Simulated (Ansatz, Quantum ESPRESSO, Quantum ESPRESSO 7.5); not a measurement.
## 1T-SiSTe, 1 layer in an electric field

How does 1T-SiSTe, 1 layer respond to a gate-like field without added charge?

Program: Quantum ESPRESSO 7.5. Level of theory: plane-wave DFT, RPBE, GBRV ultrasoft pseudopotentials made under PBE (geometry and cross-check by Ansatz 0.2.0 with PAW datasets; geometry under PBE). Results are calculated unless marked as measured.

## Step 1: Set-up

The cell holds 3 atoms: 1 Te, 1 Si and 1 S. Its edges and angles: a = 3.361 Å, b = 3.361 Å, c = 19.305 Å, α = 90.0°, β = 90.0°, γ = 120.0°. It derives from SiSTe. Vacuum lies along c.

This sheet is a model structure: its symmetry is held, and its stability is not tested here.

## Step 2: Geometry from Ansatz

A relaxation in Ansatz fixes the structure of this slab for the runs on it.

The input, input.yaml:

```yaml
crystal:
  lattice:
    - [3.3612985, 0.0, 0.0]
    - [-1.68064925, 2.9109698907, 0.0]
    - [0.0, 0.0, 19.3047788486]
  atoms:
    - { symbol: Te, position: [0.6666666667, 0.3333333333, 0.4403054843] }
    - { symbol: Si, position: [0.0, 0.0, 0.5133626101] }
    - { symbol: S, position: [0.3333333333, 0.6666666667, 0.5596945157] }
kpoints:
  mp_grid: { grid: [12, 12, 1] }
hamiltonian:
  xc: pbe
scf:
  occupations: { method: fermi_dirac, width: 0.05 }
  convergence: { dr2_threshold: 1.0e-08 }
efield:
  axis: 3
  dipole_correction: true
  ramp_position: 0.97
  ramp_width: 0.04
relax:
  f_tol: 0.01
  cell: { fix: [c, alpha, beta] }
output:
  write_potential: true
  write_density: true
  volumetric_format: npy
```

Run with:

```bash
> ansatz run input.yaml --threads 4 --pin off --max-ram 8192MiB --backend cpu --events-out ev --progress --plain --runs-dir out
```

Numbers of over 12 decimals in the logs are rounded to 6 here.

Output:

```text
Warning: relax.cell: scf.convergence.dr2_threshold = 1e-8 eV is looser than the 3e-10 eV advised for a relaxation that steers and ends on the stress (1e-10 eV for each atom of the cell: 3). What an SCF threshold leaves in a stress goes as its square root, and in the free energy as the threshold itself, and one threshold admits the most on a small cell: [figures from the program's tests cut] Set scf.convergence.dr2_threshold to 3e-10 eV or tighter. The threshold is an SCF's pass mark: one that does not reach it within its budget of iterations ends unconverged, or closes short of it on a stop that the run arms, and scf.convergence.dr2_threshold's page says what that costs each kind of run
Engine: ansatz 0.2.0, aarch64-unknown-linux-gnu
Pseudopotentials: kind: paw
Pseudopotential: Te, paw, valence charge 16, recommended cutoff 420 eV (normal), Te.paw.azcp
Pseudopotential: Si, paw, valence charge 4, recommended cutoff 420 eV (normal), Si.paw.azcp
Pseudopotential: S, paw, valence charge 6, recommended cutoff 420 eV (normal), S.paw.azcp
Functional definition: PBE
  parameter kappa = 0.804
  parameter beta = 0.066725
  exchange = pbe_x(kappa = kappa, mu = beta*pi^2/3)
  correlation = pbe_c(beta = beta)
Crystal: 3 atoms, lattice volume = 188.890 Å³
Basis set: ecut = 420 eV, 3737 PW (Γ), exchange–correlation on 48×48×270 points (8 copies of the dense FFT grid, shifted against one another)
Bands: 17, of which v1, the nominal top of the filled ones, is band 13 counted from 1 (12 counted from 0)
Symmetry: 6 space group operations
Space group: P3m1 (ITA 156), of the structure as read, at distance tolerance 5.7e-5 Å
k-points: 19 of 144 (time reversal used)
Non-local potential: Te, projectors of the file, l = 0: 2, l = 1: 2, l = 2: 2, l = 3: 2
Non-local potential: Si, projectors of the file, l = 0: 2, l = 1: 2, l = 2: 2
Non-local potential: S, projectors of the file, l = 0: 2, l = 1: 2, l = 2: 2
PAW form: soft (Blöchl's): semilocal exchange-correlation on the pseudo side does not see the compensation charge
PAW one-centre angular grid: Te, 590 points (default); XC on 64 Gauss nodes
PAW one-centre angular grid: Si, 110 points (default); XC on 64 Gauss nodes
PAW one-centre angular grid: S, 110 points (default); XC on 64 Gauss nodes
Initial density: superposition of atomic densities (neutral atoms: chi_scale 0, normalization atom), corrected by the library's trained network
Initial wavefunctions: pseudopotential atomic-orbital guess
Functional: x = pbe(κ = 0.804, μ = 0.219515), c = pbe(β = 0.066725)
SCF iter   1: F=—  HF=-8515.710166 eV  |F-HF|=—  |Δ(HF+E_count)|=         —  Δρ=2.74e-3  dr2=7.86e-2  ethr=1.77e-3  p=0.024 e·Å  D=2.34e-2 V/Å  ΔV_dip=-0.45 eV  dr2_dipole=2.17e-2  V_vac-E_F(+/−)=4.38/4.84 eV  ⟨swp⟩=9.7  Hψ=2548  notcnv=0
efield: sawtooth ramp at fractional position 0.9700 (set: `efield.ramp_position`, or a place that a band, a saddle search or an elastic batch's reference lends), width 0.0400; the density the first Hamiltonian is built on has a dipole p = 0.024 e·Å; the dipole correction subtracts the counter field D = 2.34e-2 V/Å, which shifts the + side's vacuum level by -0.45 eV against the − side's; the planar-averaged density in the ramp window peaks in size at 1.5e-5 e/Å³
preconditioner: auto → LDOS  [metal: Δε(μ)=0.111 eV  Ē_g=10.827 eV  σ=0.050 eV  W_gap=0.42  n_scr=12 (ndim 8)  ℏωp=10.8 eV  f_vac=0.675  D(μ)=0.81/eV (n_scr^D=4)  β→1.0]
SCF iter   2: F=—  HF=-8515.707111 eV  |F-HF|=—  |Δ(HF+E_count)|=   3.05e-3  Δρ=1.88e-3  dr2=3.50e-2  ethr=3.02e-4  p=-0.039 e·Å  D=-3.70e-2 V/Å  ΔV_dip=0.71 eV  dr2_dipole=1.06e-2  V_vac-E_F(+/−)=5.47/4.76 eV  ⟨swp⟩=4.4  Hψ=785  notcnv=0
SCF iter   3: F=—  HF=-8515.699827 eV  |F-HF|=—  |Δ(HF+E_count)|=   7.28e-3  Δρ=5.16e-4  dr2=1.45e-3  ethr=1.35e-4  p=-0.007 e·Å  D=-6.30e-3 V/Å  ΔV_dip=0.12 eV  dr2_dipole=3.53e-4  V_vac-E_F(+/−)=5.08/4.95 eV  ⟨swp⟩=3.7  Hψ=593  notcnv=0
SCF iter   4: F=—  HF=-8515.699571 eV  |F-HF|=—  |Δ(HF+E_count)|=   2.56e-4  Δρ=9.37e-5  dr2=2.33e-5  ethr=5.58e-6  p=-0.011 e·Å  D=-1.06e-2 V/Å  ΔV_dip=0.20 eV  dr2_dipole=3.44e-6  V_vac-E_F(+/−)=5.15/4.94 eV  ⟨swp⟩=2.4  Hψ=521  notcnv=0
SCF iter   5: F=—  HF=-8515.699527 eV  |F-HF|=—  |Δ(HF+E_count)|=   4.41e-5  Δρ=4.46e-5  dr2=6.20e-6  ethr=8.97e-8  p=-0.012 e·Å  D=-1.11e-2 V/Å  ΔV_dip=0.21 eV  dr2_dipole=1.54e-7  V_vac-E_F(+/−)=5.15/4.94 eV  ⟨swp⟩=2.7  Hψ=602  notcnv=0
SCF iter   6: F=—  HF=-8515.699514 eV  |F-HF|=—  |Δ(HF+E_count)|=   1.32e-5  Δρ=1.18e-5  dr2=8.83e-7  ethr=2.38e-8  p=-0.012 e·Å  D=-1.11e-2 V/Å  ΔV_dip=0.21 eV  dr2_dipole=2.60e-8  V_vac-E_F(+/−)=5.16/4.94 eV  ⟨swp⟩=2.3  Hψ=580  notcnv=0
SCF iter   7: F=—  HF=-8515.699514 eV  |F-HF|=—  |Δ(HF+E_count)|=   2.11e-8  Δρ=3.74e-6  dr2=2.76e-8  ethr=3.39e-9  p=-0.012 e·Å  D=-1.11e-2 V/Å  ΔV_dip=0.21 eV  dr2_dipole=6.33e-11  V_vac-E_F(+/−)=5.16/4.94 eV  ⟨swp⟩=2.3  Hψ=467  notcnv=0
SCF iter   8: F=-8515.699514 eV  HF=-8515.699514 eV  |F-HF|=8.72e-9  |Δ(HF+E_count)|=   2.67e-8  Δρ=1.06e-6  dr2=2.08e-9  ethr=3.85e-11  p=-0.012 e·Å  D=-1.11e-2 V/Å  ΔV_dip=0.21 eV  dr2_dipole=2.22e-13  V_vac-E_F(+/−)=5.16/4.94 eV  ⟨swp⟩=10.8  Hψ=2317  notcnv=0
SCF 1 converged in 8 iterations: F = -8515.699514 eV  dr2 = 2.08e-9
  greatest PAW one-centre occupation: 0.998 electrons in one spin orbital (limit 2), on the Te atom at site 0 (counted from 0), in its partial waves of l = 2
relax step   1: F+E_penalty+E_count = -8515.69951406 eV  Δ(F+E_penalty+E_count) = +0.000e0 eV  max|allowed force component| = 6.075e0 eV/Å  Δτ_max = 0.0000 Å  P = +11.857 GPa  Ω = 188.890 Å³  fix = [c, alpha, beta]  reactions: c +11.585 GPa  (8 SCF iters, accepted)
Crystal: 3 atoms, lattice volume = 193.614 Å³
Basis set: ecut = 420 eV, 3785 PW (Γ), exchange–correlation on 48×48×270 points (8 copies of the dense FFT grid, shifted against one another)
Initial density: handed on by an earlier stage of this run
Initial wavefunctions: those handed on with the density
iter 1 solved again at ethr=8.47e-4 eV; its pass at ethr=3.10e-3 eV (dr2=2.20e-1 eV) is discarded
SCF iter   1: F=—  HF=-8517.584025 eV  |F-HF|=—  |Δ(HF+E_count)|=         —  Δρ=7.99e-3  dr2=2.19e-1  ethr=8.47e-4  p=-0.012 e·Å  D=-1.11e-2 V/Å  ΔV_dip=0.21 eV  dr2_dipole=9.40e-4  V_vac-E_F(+/−)=4.56/4.35 eV  ⟨swp⟩=1.6  Hψ=2610  notcnv=0
[...]
relax step   3: F+E_penalty+E_count = -8518.04551237 eV  Δ(F+E_penalty+E_count) = -5.082e-1 eV  max|allowed force component| = 3.092e-1 eV/Å  Δτ_max = 0.1992 Å  P = +2.104 GPa  Ω = 191.855 Å³  energy of the carried Pulay correction = -1.685e-4 eV  fix = [c, alpha, beta]  reactions: c +0.534 GPa  (8 SCF iters, accepted)
[...]
relax step   4: F+E_penalty+E_count = -8518.17279557 eV  Δ(F+E_penalty+E_count) = -1.273e-1 eV  max|allowed force component| = 1.743e-1 eV/Å  Δτ_max = 0.0321 Å  P = +0.335 GPa  Ω = 206.321 Å³  energy of the carried Pulay correction = -9.548e-4 eV  fix = [c, alpha, beta]  reactions: c +0.345 GPa  (7 SCF iters, accepted)
[...]
relax step   5: F+E_penalty+E_count = -8518.17574854 eV  Δ(F+E_penalty+E_count) = -2.953e-3 eV  max|allowed force component| = 6.515e-2 eV/Å  Δτ_max = 0.0077 Å  P = +0.074 GPa  Ω = 207.666 Å³  energy of the carried Pulay correction = -1.025e-3 eV  fix = [c, alpha, beta]  reactions: c +0.095 GPa  (6 SCF iters, accepted)
[...]
relax step   6: F+E_penalty+E_count = -8518.17602901 eV  Δ(F+E_penalty+E_count) = -2.805e-4 eV  max|allowed force component| = 3.369e-2 eV/Å  Δτ_max = 0.0041 Å  P = +0.001 GPa  Ω = 207.925 Å³  energy of the carried Pulay correction = -1.039e-3 eV  fix = [c, alpha, beta]  reactions: c +0.012 GPa  (6 SCF iters, accepted)
[...]
relax step   7: F+E_penalty+E_count = -8518.17609242 eV  Δ(F+E_penalty+E_count) = -6.341e-5 eV  max|allowed force component| = 1.517e-3 eV/Å  Δτ_max = 0.0022 Å  P = -0.001 GPa  Ω = 207.827 Å³  energy of the carried Pulay correction = -1.033e-3 eV  fix = [c, alpha, beta]  reactions: c +0.001 GPa  (6 SCF iters, accepted)
Initial wavefunctions: pseudopotential atomic-orbital guess (no wavefunctions were taken with the density)
iter 1 solved again at ethr=2.49e-6 eV; its pass at ethr=3.10e-3 eV (dr2=6.46e-4 eV) is discarded
SCF iter   1: F=—  HF=-8518.175151 eV  |F-HF|=—  |Δ(HF+E_count)|=         —  Δρ=1.68e-4  dr2=1.68e-6  ethr=2.49e-6  p=-0.041 e·Å  D=-3.56e-2 V/Å  ΔV_dip=0.69 eV  dr2_dipole=6.96e-9  V_vac-E_F(+/−)=5.10/4.42 eV  ⟨swp⟩=3.0  Hψ=3128  notcnv=0
efield: sawtooth ramp at fractional position 0.9700 (set: `efield.ramp_position`, or a place that a band, a saddle search or an elastic batch's reference lends), width 0.0400; the density the first Hamiltonian is built on has a dipole p = -0.041 e·Å; the dipole correction subtracts the counter field D = -3.56e-2 V/Å, which shifts the + side's vacuum level by +0.69 eV against the − side's; the planar-averaged density in the ramp window peaks in size at 3.4e-6 e/Å³
eigensolver tolerance schedule: the retry pair's looser diagonalisation over-reported the residual by 383.37 of it (diagonalisation noise at 0.44 of the residual, at the tolerance the schedule requests for it); recorded, not acted on — ethr = c·dr2/N_el stays at c = 1.0e-1
preconditioner: auto → LDOS  [insulator: Δε(μ)=0.133 eV  Ē_g=9.357 eV  σ=0.050 eV  W_gap=0.58  n_scr=10 (ndim 8)  ℏωp=10.3 eV  f_vac=0.640  D(μ)=1.18/eV (n_scr^D=6)  ε∞_Penn≈2.2  β→1.0]
SCF iter   2: F=—  HF=-8518.177190 eV  |F-HF|=—  |Δ(HF+E_count)|=   2.04e-3  Δρ=1.18e-5  dr2=3.01e-7  ethr=6.47e-9  p=-0.041 e·Å  D=-3.55e-2 V/Å  ΔV_dip=0.68 eV  dr2_dipole=2.27e-9  V_vac-E_F(+/−)=5.10/4.42 eV  ⟨swp⟩=3.1  Hψ=708  notcnv=0
SCF iter   3: F=—  HF=-8518.177186 eV  |F-HF|=—  |Δ(HF+E_count)|=   3.85e-6  Δρ=4.29e-6  dr2=2.21e-8  ethr=1.16e-9  p=-0.041 e·Å  D=-3.56e-2 V/Å  ΔV_dip=0.69 eV  dr2_dipole=6.51e-10  V_vac-E_F(+/−)=5.10/4.42 eV  ⟨swp⟩=2.0  Hψ=567  notcnv=0
SCF iter   4: F=-8518.177189 eV  HF=-8518.177189 eV  |F-HF|=2.12e-7  |Δ(HF+E_count)|=   3.43e-6  Δρ=6.70e-7  dr2=7.15e-10  ethr=3.85e-11  p=-0.041 e·Å  D=-3.56e-2 V/Å  ΔV_dip=0.69 eV  dr2_dipole=6.17e-11  V_vac-E_F(+/−)=5.10/4.42 eV  ⟨swp⟩=13.4  Hψ=2598  notcnv=0
SCF 8 converged in 4 iterations: F = -8518.177189 eV  dr2 = 7.15e-10
relax step   8: F+E_penalty+E_count = -8518.17718930 eV  Δ(F+E_penalty+E_count) = -1.097e-3 eV  max|allowed force component| = 1.388e-3 eV/Å  Δτ_max = 0.0000 Å  P = +0.001 GPa  Ω = 207.827 Å³  fix = [c, alpha, beta]  reactions: c +0.001 GPa  stress off target by 2.03e-4 GPa on what of the cell is left free  SCF on the basis re-selected at this cell (its energy is not comparable with the rows above)  (4 SCF iters)
basis re-selected at this cell: Δ(F+E_penalty+E_count) = -1.097e-3 eV, ΔP = +0.002 GPa vs the last step (what re-selecting the basis moved, of the pressure what is left beyond the Pulay correction that the steps carried, after the strain that the cell walked since its last selection, with what the two solves' SCF thresholds leave and, on support functions, any second-order correction that the steps lacked; it is no m [...]
WARN: The input density's exchange-correlation potential varies sharply where the density is thin. Do not read a vacuum level from v_tot or v_xc, or from such a field of the output density. On a cell that repeats whose density bears no net charge and no dipole along the vacuum's axis use v_es (v_loc + v_h of the components); under efield.dipole_correction with no amplitude use v_es + v_field, which holds any external [...]
SCF converged after 4 iterations
Free energy (F): -8518.177189 eV
Harris-Foulkes:  -8518.177189 eV  (|F-HF|=2.12e-7)
Internal energy: -8518.167479 eV  (E = F + TS)
E sigma→0 (E₀):  -8518.172334 eV
Entropy (-TS):   -0.009711 eV (-3.237 meV/atom)
Fermi energy:    -0.411141 eV
Dipole field:    D = -0.035560 V/Å  (p = -0.040842 e·Å, saw-weighted, corrected)
Work function:   Φ+ = 5.1029 eV   Φ− = 4.4164 eV
Levels:          The Fermi level and band energies are counted from a zero that moves with the ramp; work functions are not
--- Per-component energies (eV) ---
  E_band       = -477.872944
  E_kinetic    = 328.591143
  E_local      = -11740.296025  (includes V_loc(G=0)·N_el)
  E_nonlocal   = -257.476030
  E_hartree    = 5908.697575
  E_xc         = -276.826695
  E_vxc        = -238.711478  (∫ρ·V_xc dr)
  E_paw        = -5774.939111  (= ΣΔE_a)
  E_vpaw       = -387.055568  (= ΣTr[D̂ρ^β])
  E_aug_tail   = -0.000178  (compensation charges beyond the density's cutoff)
  E_efield     = 0.000726  (sawtooth field / dipole correction)
  E_vefield    = -0.320603  (∫n·V_field dr)
  E_ewald      = 3294.081117
  E_smearing   = -0.009711  (= −TS)
  E_closure    = -0.000000  (closes the sum)
  Σ components = -8518.177189   (vs F -8518.177189, Δ=0.00e0)
--- Forces (eV/Å), atoms counted from 1 ---
  atom   1  Te    -0.00000000     0.00000000     0.00005342
  atom   2  Si     0.00000000    -0.00000000    -0.00139032
  atom   3  S      0.00000000     0.00000000     0.00132929
  max |Σ_I F_I| component: 7.62e-6 eV/Å
--- Stress (GPa, compression-positive) ---
        0.000203       0.000000      -0.000000
       -0.000000       0.000203       0.000000
        0.000000       0.000000       0.001203
  P = ⅓ Tr σ = 0.0005 GPa (0.005 kbar)
--- Band table (eV; the first three rows and the last of 19) ---
  k-point 0: bands = [... 9 lower, -2.8658, -2.8658, 0.0952, 0.0952, 0.4788, 2.8563, 3.0520, 3.0520]
  k-point 1: bands = [... 9 lower, -3.0152, -2.8929, -0.6870, 0.0211, 0.9661, 2.7484, 3.1546, 3.1800]
  k-point 2: bands = [... 9 lower, -3.3671, -2.7902, -2.0279, -0.2279, 1.1237, 2.6602, 3.5613, 3.6204]
  k-point 18: bands = [... 9 lower, -5.5246, -5.4914, -2.8412, -2.1894, 0.1468, 3.3894, 4.2587, 4.5481]
--- Relaxed structure (7 steps of the walk, 7 accepted, 1 SCFs on fresh bases) ---
  F+E_penalty+E_count = -8518.17718930 eV   max|allowed force component| = 1.388e-3 eV/Å   (the final SCF, on the basis selected at the relaxed cell)
  cell:  # Å, volume = 207.8270 Å³
    - [3.525764, 1.2172917757827057e-17, 0]
    - [-1.762882, 3.053401, 0]
    - [0, 0, 19.3047788486]
  atoms:
    - { symbol: Te, position: [0.666667, 0.333333, 0.421772] }
    - { symbol: Si, position: [0, 0, 0.513517] }
    - { symbol: S, position: [0.333333, 0.666667, 0.578073] }
```

The job ended after 12 s (4 threads of Arm Neoverse V2, shared host; peak memory 0.46 GiB; 43 s of CPU time).

The steps of the relaxation:

| step | energy less that of the first step (eV) | largest force component (eV/Å) | pressure (GPa) | volume (Å³) |
| --- | --- | --- | --- | --- |
| 1 | 0.0000 | 6.0750 | 11.86 | 188.89 |
| 2 | -1.8378 | 3.0960 | 5.28 | 193.61 |
| 3 | -2.3460 | 0.3092 | 2.10 | 191.85 |
| 4 | -2.4733 | 0.1743 | 0.34 | 206.32 |
| 5 | -2.4762 | 0.0651 | 0.07 | 207.67 |
| 6 | -2.4765 | 0.0337 | 0.00 | 207.92 |
| 7 | -2.4766 | 0.0015 | 0.00 | 207.83 |
| 8* | -2.4777 | 0.0014 | 0.00 | 207.83 |

Relaxation steps marked * repeat the geometry before them on a plane-wave basis chosen anew for their cell, so energy and pressure can jump there.

Forces are held to the 6 operations that the run works with; a distortion that breaks them can't arise in this run.

```csv
cell as run,before,after,change
a (Å),3.361,3.526,+4.9 %
b (Å),3.361,3.526,+4.9 %
```

The atoms that moved most (Å, along periodic axes as changes of fractional coordinates times the final cell, across vacuum about the mean position):

```
atom     dx     dy      dz  length
 Te1  0.000  0.000  -0.358   0.358
  S3  0.000  0.000   0.355   0.355
```

Final coordinates:

```xyz
3
Lattice="3.5258 0.0000 0.0000 -1.7629 3.0534 0.0000 0.0000 0.0000 19.3048" Properties=species:S:1:pos:R:3
Te    1.7629    1.0178    8.1422
Si    0.0000    0.0000    9.9133
S     0.0000    2.0356   11.1596
```

This step gave:

```
free energy                     : -8518.1772 eV
energy at zero smearing         : -8518.1723 eV
smearing term TS                : 0.009711 eV
Fermi energy                    : -0.4111 eV
symmetry operations             : 6
work function of the upper face : 5.103 eV
work function of the lower face : 4.416 eV
dipole along the normal         : -0.04084 e·Å
```

(Continued in part 2 of 6.)

[Logs are printed without paths, hosts, clocks, repeated set-up lines and the standing remarks that a program may print on its own settings, such as how far it seeks lower states.]

[Hosts, paths, dates, database ids (printed as entryN), source tags and the programs' standing remarks are cut or masked in the printed files.]

[Maps of the electrostatic potential energy from Ansatz leave out the sawtooth potential of an applied field or a dipole correction, so their vacuum need not be flat; planar profiles and work functions include it.]
